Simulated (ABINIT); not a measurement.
# Quasiparticle gap of MoS2 (P6_3/mmc) in ABINIT

Aim: the G0W0 gap of MoS2 (P6_3/mmc) on PBE, step by step.

Program: ABINIT 10.8.3. Level of theory: PBE and many-body steps on it, plane waves. Results are calculated unless marked as measured.

This is a report of a sequence of runs, with most program output left out.

The database entry behind the starting cell differs from later determinations by our own check (about 0.3 % long), so it need not match the best structure at ambient conditions.

**1. The structure**

Symmetry: P6_3/mmc, No. 194, hexagonal system. Conventional cell: a = 3.169 Å, b = 3.169 Å, c = 12.324 Å, α = 90.00°, β = 90.00°, γ = 120.00°. Nearest to Mo lie 6 S at 2.41 Å. Nearest to S lie 3 Mo at 2.41 Å. Farther neighbours and most contacts between anions are not listed.

Structure file:

```cif
data_structure
_symmetry_space_group_name_H-M 'P6_3/mmc'
_symmetry_Int_Tables_number 194
_cell_length_a 3.1690
_cell_length_b 3.1690
_cell_length_c 12.3240
_cell_angle_alpha 90.000
_cell_angle_beta 90.000
_cell_angle_gamma 120.000
_cell_volume 107.18
loop_
_atom_site_label
_atom_site_type_symbol
_atom_site_symmetry_multiplicity
_atom_site_Wyckoff_symbol
_atom_site_fract_x
_atom_site_fract_y
_atom_site_fract_z
_atom_site_occupancy
Mo1 Mo 2 c 0.33333 0.66667 0.25000 1
S1 S 4 f 0.33333 0.66667 0.62300 1
```

The cell and positions come from the Crystallography Open Database and are kept as given unless a step says otherwise.

**2. Ground state**

This step: ABINIT 10.8.3; DFT, PBE, plane waves, norm-conserving pseudopotentials.

The ground-state density comes first.

run.abi

```
acell 3*1.0 Angstrom
rprim 
  3.169000000004 -0.000000000001 0.000000000000
  -1.584500000001 2.744434504597 0.000000000000
  0.000000000000 0.000000000000 12.324000000000
ntypat 2
znucl 42 16
natom 6
typat 1 1 2 2 2 2
xred 
  0.333333333333 0.666666666667 0.250000000000
  0.666666666667 0.333333333333 0.750000000000
  0.333333333333 0.666666666667 0.623000000000
  0.666666666667 0.333333333333 0.123000000000
  0.333333333333 0.666666666667 0.877000000000
  0.666666666667 0.333333333333 0.377000000000
pp_dirpath "pseudos"
pseudos "Mo.upf, S.upf"
ecut 36
ngkpt 6 6 2
nshiftk 1
shiftk 0 0 0
kptopt 1
chksymbreak 0
nband 33
occopt 1
tolvrs 1e-10
nstep 60
prtwf 0
optforces 0
optstress 0
indata_prefix "in"
outdata_prefix "out"
tmpdata_prefix "tmp"
```

On the command line:

```bash
$ OMP_NUM_THREADS=1 mpirun -n 8 abinit run.abi > log
```

Elapsed: 50 s, on 8 MPI ranks of Intel Xeon Platinum 8259CL at 2.50GHz (Skylake/Cascade Lake), shared host; peak memory 0.88 GiB.

This step gave:

- total energy: -5031.2852 eV
- gap: 0.8887 eV
- k of the valence top: 0, 0, 0
- k of the conduction bottom: 0.1667, 0.1667, 0
- least direct gap: 1.654 eV

The gap is indirect, with the least direct gap 0.77 eV higher.

**3. Empty states on the mesh, 6×6×1 mesh, 784 bands**

The sums over transitions need many empty states on a uniform mesh; this step solves for them.

Edit run.abi of step 2 so:

```diff
@@ -19,3 +19,3 @@
 ecut 36
-ngkpt 6 6 2
+ngkpt 6 6 1
 nshiftk 1
@@ -24,9 +24,10 @@
 chksymbreak 0
-nband 33
-occopt 1
-tolvrs 1e-10
+iscf -2
+irdden 1
+istwfk *1
+nband 784
+nbdbuf 70
+tolwfr 1e-09
 nstep 60
-prtwf 0
-optforces 0
-optstress 0
+prtvol 0
 indata_prefix "in"
```

The job ended after 19 min (8 MPI ranks; peak memory 1.5 GiB).

Numbers from this step:

```
gap                                                           : 0.8887 eV
k of the valence top                                          : 0, 0, 0
k of the conduction bottom                                    : 0.1667, 0.1667, 0
least direct gap                                              : 1.654 eV
k points computed                                             : 7
lowest point of the top converged band, above the valence top : 183.1305 eV
```

On this mesh the gap is 0.889 eV.

**4. Screening, 6×6×1 mesh, 306 bands, screening to 176.9 eV**

The RPA dielectric matrix is built and inverted for each q.

This step: RPA screening on PBE, plane waves, norm-conserving pseudopotentials.

Edit run.abi of step 3 so:

```diff
@@ -24,10 +24,11 @@
 chksymbreak 0
-iscf -2
-irdden 1
 istwfk *1
-nband 784
-nbdbuf 70
-tolwfr 1e-09
-nstep 60
-prtvol 0
+occopt 1
+irdwfk 1
+optdriver 3
+nband 306
+ecuteps 6.5
+inclvkb 2
+awtr 1
+symchi 1
 indata_prefix "in"
```

It took 5.9 min on 8 MPI ranks; peak memory 3.5 GiB.

This step gave:

| Quantity | Value |
| --- | --- |
| ε∞ with local fields, on this mesh, along the program's q direction | 14.47 |
| the same without local fields | 16.30 |
| plasma frequency | 25.86 eV |
| plane waves in the screening matrix | 573 |

Local fields lower ε∞ by 11 %. On a Γ-centred mesh this coarse the value itself is usually too large, while a short band sum pulls it down.

**5. Self-energy, 6×6×1 mesh, 306 bands, screening to 176.9 eV**

The self-energy is evaluated for the states that the input lists, and the levels follow from it, in one-shot runs by the linearised quasiparticle equation.

This step: G0W0 on PBE, plane waves, norm-conserving pseudopotentials.

Edit run.abi of step 4 so:

```diff
@@ -27,8 +27,19 @@
 irdwfk 1
-optdriver 3
+optdriver 4
 nband 306
+gwcalctyp 0
+ecutsigx 36
+symsigma 1
+nkptgw 3
+kptgw 
+  0.0000000000 0.0000000000 0.0000000000
+  0.1666666667 0.1666666667 0.0000000000
+  0.3333333333 0.3333333333 0.0000000000
+bdgw 
+  25 28
+  25 28
+  25 28
 ecuteps 6.5
-inclvkb 2
-awtr 1
-symchi 1
+irdscr 1
+ppmodel 1
 indata_prefix "in"
```

Wall time 1.9 min (8 MPI ranks); peak memory 3.5 GiB; 16 min of CPU time.

Numbers from this step:

| Item | Value |
| --- | --- |
| G0W0 gap on the points computed | 1.222 eV |
| starting gap on the mesh | 0.8887 eV |
| k of the valence top | 0, 0, 0 |
| k of the conduction bottom | 0.1667, 0.1667, 0 |
| Z at the valence top | 0.771 |
| Z at the conduction bottom | 0.78 |
| least direct G0W0 gap on the computed points | 2.130 eV |

The gap on the mesh goes from 0.89 eV to 1.22 eV, a correction of +0.33 eV.

Limits: finite bands, cutoff and mesh; no spin-orbit coupling; coarse k mesh. v1 is the top filled band, c1 the lowest empty one. The levels before and after the correction (eV, zero at the valence-band top of each column):

```
           conduction bottom  valence top
Kohn-Sham               0.89         0.00
     G0W0               1.22         0.00
```

```
                        level  energy (eV)
Kohn-Sham                Γ v2       -1.145
Kohn-Sham                Γ v1        0.000
Kohn-Sham             Γ c1-c2        2.100
Kohn-Sham  (0.167 0.167 0) v2       -1.483
Kohn-Sham  (0.167 0.167 0) v1       -1.454
Kohn-Sham  (0.167 0.167 0) c1        0.889
Kohn-Sham  (0.167 0.167 0) c2        1.628
     G0W0                Γ v2       -1.181
     G0W0                Γ v1        0.000
     G0W0             Γ c1-c2        2.470
     G0W0  (0.167 0.167 0) v2       -1.499
     G0W0  (0.167 0.167 0) v1       -1.441
     G0W0  (0.167 0.167 0) c1        1.222
     G0W0  (0.167 0.167 0) c2        2.069
```

**6. Where the time went**

Times are wall times on 8 MPI ranks of Intel Xeon Platinum 8259CL at 2.50GHz (Skylake/Cascade Lake), shared host, good to a factor of about two.

```
                    step     time  share  memory (GiB)
            ground state     50 s    3 %          0.88
empty states on the mesh   19 min   69 %           1.5
               screening  5.9 min   21 %           3.5
             self-energy  1.9 min    7 %           3.5
```

**7. Summary of results**

| Property | Result |
| --- | --- |
| PBE gap | 0.89 eV, indirect |
| G0W0 gap on the mesh | 1.22 eV |
| GW settings | 6×6×1 mesh, 306 bands, screening to 176.9 eV, Godby-Needs plasmon pole |
| known limits | not at the basis limit; no spin-orbit coupling; coarse k mesh |

What this shows: G0W0 moves the gap on the mesh from 0.89 eV to 1.22 eV (+0.33 eV), with Z of 0.77 and 0.78 at the edges. Local fields lower the RPA ε∞ on this mesh from 16.30 to 14.47; a Γ-centred mesh this coarse tends to raise both, most where the direct gap is narrow, while a short band sum lowers them. Only 3 of the mesh's irreducible points were corrected, so a valley elsewhere could overtake. The dearest step here is «empty states on the mesh». Bands and cutoff are finite, so the gap is not at the basis limit. The miss can reach some tenths of an eV and take either sign; the mesh is an error of its own. In the G0W0 run levels were corrected at 3 k points alone, so a gap called «on the mesh» is the least over those, and an edge elsewhere would be missed. The 6×6×1 mesh is coarse for this cell, which bears on the long-range parts of exchange and screening. The many-body steps are scalar-relativistic: spin-orbit coupling is not in them.

[Paths, hosts, dates, memory and timing lines, banners, echoed tables and standing remarks are left out of the program output.]

[Logs are printed without paths, hosts, clocks, repeated set-up lines and the standing remarks that a program may print on its own settings, such as how far it seeks lower states.]

[Runs of the session that timed out or met a known fault of the program may be left out.]

[Hosts, paths, dates, database ids (printed as entryN), source tags and the programs' standing remarks are cut or masked in the printed files.]

[G0W0 gaps are taken among the corrected bands and points alone; a level outside them can change the order at an edge.]

[Where Ansatz stands beside ABINIT at settings called matched, ABINIT's density can come from a denser mesh and the files from another edition; pairs whose starting gaps differed by over 0.03 eV were left out, so agreement reads better than it is.]
